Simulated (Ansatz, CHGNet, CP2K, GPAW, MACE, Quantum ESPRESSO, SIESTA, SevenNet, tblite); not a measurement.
# Ge(100) slab, H on both faces (90 atoms), the built cell with every atom moved at random

The starting structure: Diamond-structure Ge (a = 5.658 Å), (100) slab of 6 atomic planes, 3 x 3 surface cells, H on the broken bonds of both faces, 12 Å of vacuum; displaced by a Gaussian of 0.02 Å. Then every atom was moved at random, 0.03 Å r.m.s. a Cartesian component (hydrogen 0.6 of that).

Geometry: the built cell with every atom moved at random. Computed with GPAW 26.7.0: Kohn-Sham DFT, PBE, PAW, atomic orbitals (dzp); LCAO dzp; h 0.15 Å; levels smeared at 580 K; far from plane-wave PBE on this cell, through basis, grid or potentials; Γ point.

Cell vectors (Å):

```
12.002 0.000 0.000
0.000 12.002 0.000
0.000 0.000 20.839
```

Positions (Å):

```
1 Ge 1.999 2.071 6.889
2 Ge 0.049 2.032 8.295
3 Ge 12.002 4.012 9.740
4 Ge 2.094 0.015 11.138
5 Ge 2.015 2.003 12.490
6 Ge 0.065 2.037 13.970
7 Ge 2.037 5.984 6.872
8 Ge 11.978 5.969 8.322
9 Ge 0.050 8.011 9.750
10 Ge 1.963 4.054 11.145
11 Ge 2.018 5.997 12.525
12 Ge 0.080 6.007 13.923
13 Ge 1.994 9.968 6.889
14 Ge 0.046 9.974 8.256
15 Ge 0.086 11.965 9.736
16 Ge 2.046 7.966 11.073
17 Ge 2.044 10.041 12.517
18 Ge 0.026 10.009 13.960
19 Ge 6.004 2.058 6.892
20 Ge 3.932 2.035 8.323
21 Ge 4.039 4.013 9.699
22 Ge 6.022 0.026 11.109
23 Ge 6.016 1.985 12.524
24 Ge 4.116 1.968 13.935
25 Ge 5.986 6.014 6.894
26 Ge 4.054 5.998 8.287
27 Ge 4.031 7.994 9.605
28 Ge 5.957 3.981 11.107
29 Ge 6.074 5.979 12.518
30 Ge 4.016 5.971 13.974
31 Ge 5.995 10.044 6.857
32 Ge 4.064 9.947 8.306
33 Ge 4.014 0.006 9.706
34 Ge 6.017 7.984 11.158
35 Ge 6.060 10.014 12.539
36 Ge 4.043 10.053 13.987
37 Ge 9.960 1.990 6.865
38 Ge 7.991 2.030 8.257
39 Ge 7.965 4.012 9.780
40 Ge 10.010 11.964 11.170
41 Ge 10.079 1.991 12.512
42 Ge 8.032 1.991 14.019
43 Ge 10.003 6.017 6.870
44 Ge 7.952 6.048 8.294
45 Ge 8.066 8.030 9.730
46 Ge 10.045 4.013 11.139
47 Ge 10.017 5.987 12.565
48 Ge 8.064 5.985 13.921
49 Ge 10.023 9.918 6.879
50 Ge 7.979 10.011 8.275
51 Ge 8.024 11.982 9.745
52 Ge 10.003 7.991 11.123
53 Ge 10.009 10.048 12.545
54 Ge 8.038 9.979 13.906
55 H 1.978 0.767 6.036
56 H 1.995 3.268 6.049
57 H 0.006 0.694 14.899
58 H 0.010 3.303 14.851
59 H 2.048 7.216 6.080
60 H 2.011 4.737 6.086
61 H 0.060 4.797 14.802
62 H 0.019 7.223 14.859
63 H 2.005 11.255 5.968
64 H 2.014 8.708 5.991
65 H 0.016 8.752 14.819
66 H 0.010 11.244 14.868
67 H 6.031 0.790 6.013
68 H 6.036 3.203 6.033
69 H 4.055 0.737 14.906
70 H 4.019 3.215 14.808
71 H 6.010 4.754 6.057
72 H 6.020 7.259 5.983
73 H 4.015 4.748 14.834
74 H 4.092 7.241 14.810
75 H 6.059 8.733 6.023
76 H 6.041 11.260 6.016
77 H 4.114 8.821 14.840
78 H 4.029 11.273 14.840
79 H 9.981 0.724 5.998
80 H 9.998 3.279 5.981
81 H 8.071 0.758 14.891
82 H 8.064 3.259 14.875
83 H 9.990 7.235 5.998
84 H 10.028 4.734 5.983
85 H 8.080 4.753 14.872
86 H 7.996 7.257 14.809
87 H 10.072 11.287 5.974
88 H 10.044 8.786 6.023
89 H 8.011 11.262 14.816
90 H 8.023 8.753 14.820
```

Q: Give the force on every atom.

Columns: atom, fx, fy, fz (forces in eV/Å).

```
1 -0.104 -1.681 0.814
2 -0.923 -0.502 0.173
3 -0.036 -0.189 -0.407
4 -0.591 -0.112 -0.166
5 0.708 0.329 0.848
6 -0.242 -1.163 0.145
7 -0.343 -0.227 2.344
8 0.504 0.604 -0.334
9 -0.567 -0.284 -0.548
10 0.791 -0.582 -0.458
11 0.603 0.459 0.325
12 -0.712 0.708 -0.583
13 0.835 0.402 -0.180
14 -0.543 0.076 0.592
15 -0.517 0.271 -0.314
16 0.365 0.602 0.451
17 0.085 -0.744 0.430
18 0.017 0.102 -0.889
19 -0.632 -2.074 1.785
20 0.926 -0.272 -0.445
21 -1.078 0.186 0.234
22 -0.018 -0.416 0.074
23 0.935 0.188 0.275
24 -1.304 -0.361 -0.159
25 0.310 0.337 0.188
26 -0.645 -0.247 -0.274
27 0.294 -0.499 1.355
28 0.481 0.034 0.592
29 -0.740 -0.258 0.468
30 0.403 0.543 -1.398
31 0.265 -1.281 0.828
32 -0.739 1.179 -0.692
33 0.402 -0.206 -0.325
34 0.060 0.307 -0.608
35 -0.684 0.060 -0.011
36 0.060 -0.414 -1.640
37 0.741 0.526 0.498
38 0.081 -0.196 0.934
39 0.586 0.071 -0.831
40 0.547 0.679 -0.813
41 -0.504 0.095 0.788
42 0.287 0.377 -1.491
43 -0.342 -0.921 0.907
44 0.682 -0.411 0.233
45 -0.953 -0.026 -0.298
46 -0.670 -0.172 0.009
47 0.742 0.227 -0.207
48 -0.411 -0.055 0.377
49 -0.142 3.524 1.392
50 0.442 -0.031 0.088
51 0.096 0.512 -0.723
52 0.710 0.306 0.481
53 0.468 -1.092 0.272
54 -0.081 0.761 0.291
55 0.048 0.224 -0.105
56 0.043 1.142 -1.198
57 0.090 1.077 -0.418
58 0.048 -0.109 0.202
59 -0.001 1.147 -1.121
60 0.026 -0.861 -1.029
61 0.033 -0.710 0.670
62 0.054 0.118 0.236
63 0.016 -0.451 0.110
64 -0.006 0.159 -0.230
65 0.014 -0.264 0.368
66 0.025 0.173 0.335
67 -0.049 0.033 -0.215
68 0.011 1.885 -1.626
69 0.043 0.405 -0.091
70 0.075 0.260 0.353
71 0.014 -0.306 -0.513
72 -0.068 -0.040 -0.261
73 -0.036 -0.661 0.725
74 -0.086 0.274 0.421
75 -0.043 0.281 -0.190
76 -0.044 0.922 -0.889
77 -0.034 -0.681 0.670
78 -0.015 0.717 0.792
79 -0.010 -0.159 -0.338
80 -0.019 -0.315 -0.122
81 -0.043 -0.472 0.551
82 -0.058 0.128 0.344
83 0.042 0.568 -0.698
84 -0.018 0.268 -0.089
85 -0.033 0.191 0.059
86 0.019 -0.168 0.095
87 -0.028 -1.131 0.422
88 0.014 -2.139 -1.848
89 -0.019 -0.432 -0.037
90 0.016 -0.166 0.327
```

Only the Γ point is sampled, in a cell whose shortest periodic width is 12 Å.

The r.m.s. force component is 0.657 eV/Å; the longest force, 3.79 eV/Å, acts on Ge49.

[Logs are printed without paths, hosts, clocks, repeated set-up lines and the standing remarks that a program may print on its own settings, such as how far it seeks lower states.]

[Hosts, paths, dates, database ids (printed as entryN), source tags and the programs' standing remarks are cut or masked in the printed files.]
